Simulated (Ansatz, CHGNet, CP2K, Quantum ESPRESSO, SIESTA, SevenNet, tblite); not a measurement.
**Other levels on P2_1/m (COD entry) CsBC2F8, displaced supercell (96 atoms)**

The cell holds 96 atoms: 8 Cs, 8 B, 16 C and 64 F. Cell: a = 11.916 Å, b = 15.256 Å, c = 8.300 Å, α = 90.0°, β = 100.5°, γ = 90.0°. It derives from CsBC2F8 (P2_1/m (measured, COD)), repeated 2×2×1. P2_1/m (COD entry) CsBC2F8 (cell 5.958, 7.628, 8.3, 90, 100.5, 90), 2 x 2 x 1 conventional cells; every coordinate displaced by a Gaussian of 0.05 Å. Then every atom was moved at random, 0.05 Å r.m.s. a Cartesian component.

Geometry: as built.

The reference, a calculation:

```
method                                           : Kohn-Sham DFT, PBE, SSSP efficiency 1.3.0 pseudopotentials, plane waves (Quantum ESPRESSO 7.5); sssp-pbe-1.3.0-efficiency, cutoffs 60/480 Ry, Γ point
r.m.s. force component                           : 2.664 eV/Å
longest force                                    : 18.5 eV/Å
pressure                                         : 6.575 GPa
gap (highest filled to lowest empty level) : 4.784 eV
time                                             : 7.4 min on 4 MPI ranks of Arm Neoverse V2, shared host
CPU time                                         : 29 min
```

Runs, in no order:
A. SevenNet 0 potential: machine-learned interatomic potential SevenNet 0, trained on PBE(+U) plane-wave data
B. SIESTA PBE, DZP, shift 0.01 Ry, mesh 500 Ry: Kohn-Sham DFT, PBE, PseudoDojo 0.4.1 norm-conserving pseudopotentials (converted to PSML), numerical atomic orbitals (DZP), diagonalisation
C. CP2K PBE, DZVP-MOLOPT-SR, 300/50 Ry, diagonalisation: Kohn-Sham DFT, PBE, GTH-PBE pseudopotentials, Gaussian and plane waves, DZVP-MOLOPT-SR-GTH, diagonalisation
D. CHGNet 0.3.0 potential: machine-learned interatomic potential CHGNet 0.3.0, trained on PBE(+U) plane-wave data

Q: Order them from the smallest to the largest r.m.s. force difference.

B, C, A, D.

```tsv
run	Δ force, r.m.s. (meV/Å)	share of r.m.s. force (%)	CPU time
B. SIESTA PBE, DZP, shift 0.01 Ry, mesh 500 Ry	158	5.93	5.1 min
C. CP2K PBE, DZVP-MOLOPT-SR, 300/50 Ry, diagonalisation	228	8.55	6.7 min
A. SevenNet 0 potential	361	13.5	7.8 s
D. CHGNet 0.3.0 potential	573	21.5	4.3 s
```

Machine-learned potentials mimic data converged in k, so the reference's own k-point error enters their differences. The published positions, changed by the recipe (random displacements or longer bonds to H), lie far from the minimum at this level of theory. The electronic-structure runs sample only Γ, in a cell whose shortest periodic width is 8 Å.

[Logs are printed without paths, hosts, clocks, repeated set-up lines and the standing remarks that a program may print on its own settings, such as how far it seeks lower states.]

[Hosts, paths, dates, database ids (printed as entryN), source tags and the programs' standing remarks are cut or masked in the printed files.]
